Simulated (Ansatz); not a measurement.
# Random alloy of the fcc Cu-Al line, x = 0.125 (128 atoms): geometry optimisation, part 3 of 3

How does random alloy of the fcc Cu-Al line, x = 0.125 (128 atoms) relax, and what do bonds and levels look like afterwards?

Ansatz 0.2.0; Kohn-Sham DFT, PBE, PAW (set soft_2), plane waves.

The cell: 112 Cu and 16 Al. The host structure and its lattice constant were typed by rule, without a check against the phase diagram.

So far. Step 3 (Cell and atoms relaxed): The relaxation changed the energy by -10.8 meV/atom, and atoms moved by 0.058 Å r.m.s., 0.18 Å at most. Step 6 (K-mesh 3×3×3): Forces differ from those of the single point at the relaxed geometry by 8.0 meV/Å r.m.s.; the energy by -0.065 meV/atom. It took 33 s and 10 cycles; the reference's time can't be set against it, since the two runs asked for unlike analyses.

**7. Functional r2SCAN (500 eV)**

The meta-GGA r2SCAN uses the kinetic energy density as well as the density and its gradient. Besides, the cutoff goes from 420 to 500 eV.

This step: Kohn-Sham DFT, r2SCAN, PAW (set soft_2), plane waves (Ansatz 0.2.0).

The input, input.yaml:

```yaml
crystal:
  lattice:
    - [-7.3719, 7.13742, 7.40202]
    - [7.39857, -7.15522, 7.44649]
    - [7.39007, 7.1734, -7.41983]
  atoms:
    [... the 128 atom lines of step 5 ...]
kpoints:
  mp_grid: { grid: [2, 2, 2] }
hamiltonian:
  xc: r2scan
scf:
  occupations: { method: fermi_dirac, width: 0.1 }
output:
  forces: true
  stress: true
  populations: true
  dos:
    method: { smearing: { sigma: 0.08 } }
    de: 0.05
    projected: { site_lists: { Al: [Al], Cu: [Cu] } }
  eigenvalues: true
```

Run with:

```console
> ansatz run input.yaml --threads 11 --pin off --max-ram 102400MiB --backend cuda --events-out ev --progress --plain --runs-dir out
```

Numbers of over 12 decimals in the logs are rounded to 6 here.

The program printed:

```text
[...]
GPU FFT provider: cuFFT
GPU libraries: cuBLAS 13.8.2, cuFFT 12.4.0, cuSOLVER 12.3.4
Crystal: 128 atoms, lattice volume = 1571.241 Å³
Basis set: ecut = 500 eV, 39805 PW (Γ), exchange–correlation on 384×384×384 points (64 copies of the dense FFT grid, shifted against one another)
Bands: 1306, of which v1, the nominal top of the filled ones, is band 1088 counted from 1 (1087 counted from 0)
Symmetry: 1 space group operations
[...]
k-points: 8
[...]
GPU buffer pool allocated for 884736 grid points (all kernels)
[...]
SCF iter   1: F=—  HF=-751357.224612 eV  |F-HF|=—  |Δ(HF+E_count)|=         —  Δρ=3.99e-2  dr2=1.47e1  dr2_τ=1.84e-1  ethr=1.77e-3  ⟨swp⟩=5.0  Hψ=36396  notcnv=0  defer=519
[...]
SCF iter  14: F=—  HF=-751354.881027 eV  |F-HF|=—  |Δ(HF+E_count)|=   7.31e-8  Δρ=4.75e-6  dr2=3.62e-7  dr2_τ=3.38e-9  ethr=4.16e-11  ⟨swp⟩=2.0  Hψ=16875  notcnv=0  defer=1331
SCF iter  15: F=-751354.881027 eV  HF=-751354.881027 eV  |F-HF|=2.62e-8  |Δ(HF+E_count)|=   1.73e-8  Δρ=2.21e-6  dr2=8.23e-8  dr2_τ=1.22e-9  ethr=4.60e-12  ⟨swp⟩=7.4  Hψ=42137  notcnv=0
SCF 1 converged in 15 iterations: F = -751354.881027 eV  dr2 = 8.23e-8
[...]
SCF converged after 15 iterations
Free energy (F): -751354.881027 eV
[...]
Internal energy: -751353.586704 eV  (E = F + TS)
E sigma→0 (E₀):  -751354.233866 eV
Entropy (-TS):   -1.294323 eV (-10.112 meV/atom)
Fermi energy:    15.345254 eV
[...]
Σ components = -751354.881027   (vs F -751354.881027, Δ=0.00e0)
--- Forces (eV/Å), atoms counted from 1 ---
  atom   1  Cu    -0.00062783    -0.00114290    -0.00429820
  atom   2  Cu     0.03257934    -0.01828941     0.01695953
  atom   3  Cu     0.00296038     0.02558874     0.02206121
  atom   4  Cu     0.03019398    -0.01973690     0.00205689
[...]
atom 128  Cu    -0.00547690     0.00148059    -0.01205347
  max |Σ_I F_I| component: 1.54e-5 eV/Å
--- Stress (GPa, compression-positive) ---
       -5.648910      -0.002694       0.010787
       -0.002694      -5.777480      -0.006277
        0.010787      -0.006277      -5.633317
  P = ⅓ Tr σ = -5.6866 GPa (-56.866 kbar)
--- Band table (eV; the first three rows and the last of 8) ---
[...]
--- Löwdin populations: 128 sites ---
  site symbol       q [e]
     0     Cu     18.6512
     1     Cu     18.6341
     2     Cu     18.7441
[...]
127     Cu     18.8375
  spilling = 0.007952 (of n_electrons = 2176.000000)
```

Run time: 26 s. Hardware: 1 × NVIDIA H100 80GB HBM3 with 11 threads of AMD EPYC 7R13 (Zen 3), shared host; peak memory 8.1 GiB; 83 s of CPU time.

That memory is the host's.

Geometry and reference: those of the single point at the relaxed geometry.

Forces differ from those of the single point at the relaxed geometry by 19 meV/Å r.m.s.; the pressure by -5.7 GPa. It took 26 s and 15 cycles; the reference's time can't be set against it, since the two runs asked for unlike analyses.

**8. Functional PBEsol**

PBEsol restores the gradient expansion of exchange for slowly varying densities and usually gives shorter bonds in solids than PBE.

This step: Kohn-Sham DFT, PBEsol, PAW (set soft_2), plane waves (Ansatz 0.2.0).

input.yaml, as its differences from that of step 7:

```diff
@@ -10,3 +10,3 @@
 hamiltonian:
-  xc: r2scan
+  xc: pbesol
 scf:
```

The program printed:

```text
[...]
GPU FFT provider: cuFFT
GPU libraries: cuBLAS 13.8.2, cuFFT 12.4.0, cuSOLVER 12.3.4
Crystal: 128 atoms, lattice volume = 1571.241 Å³
Basis set: ecut = 420 eV, 30665 PW (Γ), exchange–correlation on 180×180×180 points (8 copies of the dense FFT grid, shifted against one another)
Bands: 1306, of which v1, the nominal top of the filled ones, is band 1088 counted from 1 (1087 counted from 0)
Symmetry: 1 space group operations
[...]
k-points: 8
[...]
GPU buffer pool allocated for 729000 grid points (all kernels)
[...]
SCF iter   1: F=—  HF=-746345.021220 eV  |F-HF|=—  |Δ(HF+E_count)|=         —  Δρ=1.77e-2  dr2=2.74e0  ethr=1.77e-3  ⟨swp⟩=5.0  Hψ=36459  notcnv=0  defer=824
[...]
SCF iter  10: F=—  HF=-746344.447010 eV  |F-HF|=—  |Δ(HF+E_count)|=   3.23e-7  Δρ=1.67e-6  dr2=1.31e-7  ethr=7.90e-11  ⟨swp⟩=2.0  Hψ=17821  notcnv=0  defer=1318
SCF iter  11: F=-746344.447010 eV  HF=-746344.447010 eV  |F-HF|=2.86e-8  |Δ(HF+E_count)|=   9.90e-9  Δρ=1.16e-6  dr2=2.92e-8  ethr=4.60e-12  ⟨swp⟩=8.5  Hψ=39013  notcnv=0
SCF 1 converged in 11 iterations: F = -746344.447010 eV  dr2 = 2.92e-8
[...]
SCF converged after 11 iterations
Free energy (F): -746344.447010 eV
[...]
Internal energy: -746343.089019 eV  (E = F + TS)
E sigma→0 (E₀):  -746343.768014 eV
Entropy (-TS):   -1.357991 eV (-10.609 meV/atom)
Fermi energy:    15.357200 eV
[...]
Σ components = -746344.447010   (vs F -746344.447010, Δ=0.00e0)
--- Forces (eV/Å), atoms counted from 1 ---
  atom   1  Cu     0.00114436     0.00069279    -0.00149409
  atom   2  Cu     0.05213568    -0.02893372     0.02471777
  atom   3  Cu     0.00471180     0.03611629     0.03010944
  atom   4  Cu     0.03369404    -0.02829624     0.00135459
[...]
atom 128  Cu    -0.00659734     0.00423527    -0.00459713
  max |Σ_I F_I| component: 8.55e-6 eV/Å
--- Stress (GPa, compression-positive) ---
       -7.028615       0.011064       0.041509
        0.011064      -7.083597      -0.015420
        0.041509      -0.015420      -7.026109
  P = ⅓ Tr σ = -7.0461 GPa (-70.461 kbar)
--- Band table (eV; the first three rows and the last of 8) ---
[...]
--- Löwdin populations: 128 sites ---
  site symbol       q [e]
     0     Cu     18.6541
     1     Cu     18.6386
     2     Cu     18.7441
[...]
127     Cu     18.8342
  spilling = 0.008021 (of n_electrons = 2176.000000)
```

Wall time 17 s (1 × NVIDIA H100 80GB HBM3 with 11 threads); peak memory 6.6 GiB; 59 s of CPU time.

That memory is the host's; the program planned up to 71.8 GiB on the GPU.

Geometry and reference: those of the single point at the relaxed geometry.

Forces differ from those of the single point at the relaxed geometry by 29 meV/Å r.m.s.; the pressure by -7.1 GPa.

**9. All settings compared**

Differences are against the single point at the relaxed geometry (Kohn-Sham DFT, PBE, PAW (set soft_2), plane waves), whose r.m.s. force component is 0.00127 eV/Å. Energies are set beside the reference only for runs with its functional, potentials and electron count. Times are for 1 × NVIDIA H100 80GB HBM3 with 11 threads of AMD EPYC 7R13 (Zen 3), shared host. The reference's time includes grids, which some other runs skip.

```
                       run  Δ force, r.m.s. (meV/Å)  Δ energy (meV/atom)  Δ pressure (GPa)  cycles  time  host memory (GiB)
                 reference                        -                    -                 -      11  15 s                6.6
              k-mesh 3×3×3                     8.05              -0.0645            0.0122      10  33 s                8.8
functional r2SCAN (500 eV)                     18.6                    -             -5.70      15  26 s                8.1
         functional PBEsol                     28.6                    -             -7.06      11  17 s                6.6
```

**10. What came out**

| Quantity | Value |
| --- | --- |
| energy change in the relaxation | -10.78 meV/atom |
| r.m.s. displacement | 0.058 Å |
| largest displacement | 0.176 Å |
| free energy per atom | -5864.2984 eV/atom |
| density | 7.978 g/cm³ |
| pressure | 0.01656 GPa |
| r.m.s. force component | 0.00127 eV/Å |
| wall time of the 6 DFT runs | 2.5 min |

What this shows: Relaxation lowers the energy by 10.8 meV/atom and moves atoms by 0.058 Å r.m.s.; the r.m.s. force component goes from 0.21 to 0.0013 eV/Å. Displacements are taken in the final cell, so they leave out its strain. By the final cutoffs no bond was broken or made. The cell shrank by 1.9 % in volume. First to last step the energy falls by 1.380 eV, across changes of basis; the largest move, 0.18 Å, is that of Al89. The Al-Al bonds change most in mean length: from 2.603 Å (spread 0.026) to 2.731 Å (spread 0.021). With the cutoffs above, all Al atoms have 12 and all Cu atoms have 12 bonded neighbours. 120 levels are partly filled, by over 2 % (on the run's k-points), as in a metal.

Among the changes of functional, dispersion, potentials or spin set against this reference, functional PBEsol moves the forces most, by 29 meV/Å r.m.s.

[Logs are printed without paths, hosts, clocks, repeated set-up lines and the standing remarks that a program may print on its own settings, such as how far it seeks lower states.]

[Hosts, paths, dates, database ids (printed as entryN), source tags and the programs' standing remarks are cut or masked in the printed files.]
